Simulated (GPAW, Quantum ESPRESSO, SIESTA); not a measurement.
# SIESTA runs on C(100)/AlN(10-10) interface (192 atoms), part 2 of 2

Wanted: SIESTA inputs and outputs for C(100)/AlN(10-10) interface (192 atoms), checked against a plane-wave reference.

Program: SIESTA 5.4.2; the method stands at each step. Banners, paths, timers and routine set-up lines are dropped from the logs unmarked, and long logs keep their key lines alone; longer cuts are marked. The potentials were converted by us to PSML.

So far. Step 2 (PBE, DZP, shift 0.01 Ry, mesh 500 Ry): Forces lie 9.3 % from the reference's, at 0.84 times its CPU time. Step 3 (PBE, DZP, shift 0.005 Ry, mesh 500 Ry): Against the first run (9.3 %), the force difference from the reference is 9.9 %, at 1.6 times the CPU time.

### Step 4. PBE, DZ, shift 0.01 Ry, mesh 500 Ry

Method: Kohn-Sham DFT, PBE, PseudoDojo 0.4.1 norm-conserving pseudopotentials (converted to PSML), numerical atomic orbitals (DZ), diagonalisation.

Input file input.fdf:

```
SystemLabel cell
NumberOfAtoms 192
NumberOfSpecies 3
%block ChemicalSpeciesLabel
  1 6 C
  2 13 Al
  3 7 N
%endblock ChemicalSpeciesLabel
LatticeConstant 1.0 Ang
%block LatticeVectors
  13.61860 0.00000 0.00000
  0.54426 7.95561 0.00000
  0.00000 0.00000 13.87303
%endblock LatticeVectors
PAO.BasisSize DZ
PAO.EnergyShift 0.01 Ry
XC.Functional GGA
XC.Authors PBE
MeshCutoff 500 Ry
%block kgrid_Monkhorst_Pack
  1 0 0 0.0
  0 1 0 0.0
  0 0 1 0.0
%endblock kgrid_Monkhorst_Pack
SolutionMethod diagon
OccupationFunction FD
ElectronicTemperature 580 K
SCF.Mixer.Method Pulay
SCF.Mixer.Weight 0.05
SCF.Mixer.History 8
SCF.Mix Hamiltonian
MaxSCFIterations 300
SCF.DM.Tolerance 1e-04
SCF.H.Tolerance 1.0e-3 eV
WriteForces T
Write.HirshfeldPop T
Write.VoronoiPop T
Write.DM F
Write.H F
XML.Write F
AtomicCoordinatesFormat Fractional
%block AtomicCoordinatesAndAtomicSpecies
[... 192 atom lines left out: the same atoms as in the first run ...]
%endblock AtomicCoordinatesAndAtomicSpecies
```

Command:

```bash
$ OMP_NUM_THREADS=1 mpirun -np 4 siesta < input.fdf > output.txt
```

Log:

```text
Version         : 5.4.2
reinit: System Name:
reinit: System Label: cell
initatom: Reading input for the pseudopotentials and atomic orbitals ----------
Species number:   1 Atomic number:    6 Label: C
Species number:   2 Atomic number:   13 Label: Al
Species number:   3 Atomic number:    7 Label: N
Ground state valence configuration (from tables):   2s02  2p02  3d00  4f00
Ground state valence configuration (from tables):   3s02  3p01  3d00  4f00
Ground state valence configuration (from tables):   2s02  2p03  3d00  4f00
---- Processing specs for species: C
[... lines left out ...]
        iscf     Eharris(eV)        E_KS(eV)     FreeEng(eV)     dDmax    Ef(eV) dHmax(eV)
[... lines left out ...]
SCF Convergence by DM+H criterion
[... lines left out ...]
SCF cycle converged after 26 iterations
[... lines left out ...]
   Max    7.784102
[... lines left out ...]
   Max    7.784102    constrained
Stress tensor Voigt[x,y,z,yz,xz,xy] (kbar):      -70.80     -147.00       -9.95       11.21        4.55       -6.97
[... lines left out ...]
siesta: FreeEng =    -31789.415350
[... lines left out ...]
siesta:         Fermi =      -4.981723
[... lines left out ...]
siesta:    -0.044192   -0.004348    0.002837
siesta:    -0.004348   -0.091753    0.006998
siesta:     0.002837    0.006998   -0.006210
siesta: Cell volume =       1503.063313 Ang**3
siesta: Pressure (static):
siesta:                Solid            Molecule  Units
siesta:           0.00051609         -0.00068224  Ry/Bohr**3
siesta:           0.04738506         -0.06264048  eV/Ang**3
siesta:          75.91924382       -100.36110982  kBar
    Orbital volume contribution        =          61.801403 eV
    (Free)E + p_basis*V_orbitals       =      -31727.613947 eV
    (Free)Eharris+ p_basis*V_orbitals  =      -31727.613952 eV
Hirshfeld Atomic Populations:
Atom #   charge [q] valence [e]  Species
     1     0.057456    3.942544  C
     2    -0.014850    4.014850  C
     3     0.011093    3.988907  C
[...]
137     0.277059    2.722941  Al
   138    -0.302834    5.302834  N
   139     0.272390    2.727610  Al
   140    -0.265736    5.265736  N
   141     0.284887    2.715113  Al
   142    -0.224009    5.224009  N
[...]
--------------------
 Total    -0.000033
Voronoi Atomic Populations:
Atom #   charge [q] valence [e]  Species
[...]
135    -0.007674    4.007674  C
   136    -0.132584    4.132584  C
[...]
189     0.398343    2.601657  Al
   190    -0.322894    5.322894  N
   191     0.438505    2.561495  Al
   192    -0.410779    5.410779  N
--------------------
 Total    -0.000033
```

Run time: 3.1 min. Hardware: 4 MPI ranks of Arm Neoverse V2, shared host; peak memory 3 GiB; 12 min of CPU time.

Compared with the plane-wave run:

* r.m.s. force component: 2.311 eV/Å
* r.m.s. difference of force components: 366.8 meV/Å
* longest difference of force vectors: 1611 meV/Å
* force difference over r.m.s. force: 17.67 %
* slope of forces against the reference's: 1.104
* correlation of force components: 0.9917
* pressure: 7.592 GPa
* pressure difference: 9.774 GPa

This is a coarse setting, run to see what it loses.

Against the first run (9.3 %), the force difference from the reference is 18 %, at 0.29 times the CPU time, with 1536 basis functions against 2496: the smaller basis costs accuracy.

### Step 5. The ladder

Differences are against the plane-wave reference, forces as r.m.s. over components; share is that over the reference's r.m.s. force, slope the least-squares factor from reference forces to these. Total energies of different programs have different zeros and aren't compared.

```csv
run,"Δ force, r.m.s. (meV/Å)",share (%),slope,Δ pressure (GPa),cores,CPU time,memory (GiB)
reference,-,-,-,-,4,51 min,8.2
"SIESTA PBE, DZP, shift 0.01 Ry, mesh 500 Ry",192,9.25,1.054,4.62,4,43 min,5.2
"SIESTA PBE, DZP, shift 0.005 Ry, mesh 500 Ry",205,9.88,1.054,4.53,4,68 min,6.6
"SIESTA PBE, DZ, shift 0.01 Ry, mesh 500 Ry (coarse)",367,17.7,1.104,9.77,4,12 min,3.0
```

Rows marked coarse were listed beforehand as settings not expected to be converged; some can still land near the reference.

CPU time is summed over cores on a shared host, where runs went side by side, so it is rough. Symmetry, cutoffs, thresholds, outputs and thread counts weren't matched or tuned between programs; memory under MPI is the largest rank's times the ranks.

### Step 6. Summary of results

```json
{
 "nearest in forces": "SIESTA PBE, DZP, shift 0.01 Ry, mesh 500 Ry, 9.3 %",
 "its CPU time": "43 min"
}
```

What this shows: The PBE runs in local orbitals, coarse settings apart, differ by 9.3 % (SIESTA PBE, DZP, shift 0.01 Ry, mesh 500 Ry) to 9.9 % (SIESTA PBE, DZP, shift 0.005 Ry, mesh 500 Ry); basis, grid and potentials can all enter. Runs with settings chosen to be coarse differ by 18 % (SIESTA PBE, DZ, shift 0.01 Ry, mesh 500 Ry), their programs' other errors included. One electronic-structure run takes under half the reference's CPU time: SIESTA PBE, DZ, shift 0.01 Ry, mesh 500 Ry, at 18 % in 12 min against 51 min; its pressure misses by +9.8 GPa. SIESTA PBE, DZ, shift 0.01 Ry, mesh 500 Ry stiffens the forces by a factor of 1.10 while following their directions (correlation 0.992); the slopes of the 3 SIESTA runs lie between 1.05 and 1.10. In pressure, SIESTA PBE, DZ, shift 0.01 Ry, mesh 500 Ry misses by +9.8 GPa, at the same functional. The reference's pressure holds the uncorrected Pulay stress of its 60 Ry basis, so small pressure differences, and their order, may be the reference's own error. The reference's stress is far from hydrostatic: its diagonal is -2.0, 3.1, -7.7 GPa, compression counted positive. The host structure and its lattice constant were typed by rule, without a check against the phase diagram. The reference's pressure of -2.2 GPa belongs to a cell and atoms that aren't relaxed at this level. The electronic-structure runs sample only Γ, in a cell whose shortest periodic width is 8 Å, which is coarse for a cell with partly filled levels.

[Also dropped from logs without a mark: logging warnings of Python, and SIESTA's first energy breakdown and zero terms.]

[Logs are printed without paths, hosts, clocks, repeated set-up lines and the standing remarks that a program may print on its own settings, such as how far it seeks lower states.]

[Hosts, paths, dates, database ids (printed as entryN), source tags and the programs' standing remarks are cut or masked in the printed files.]
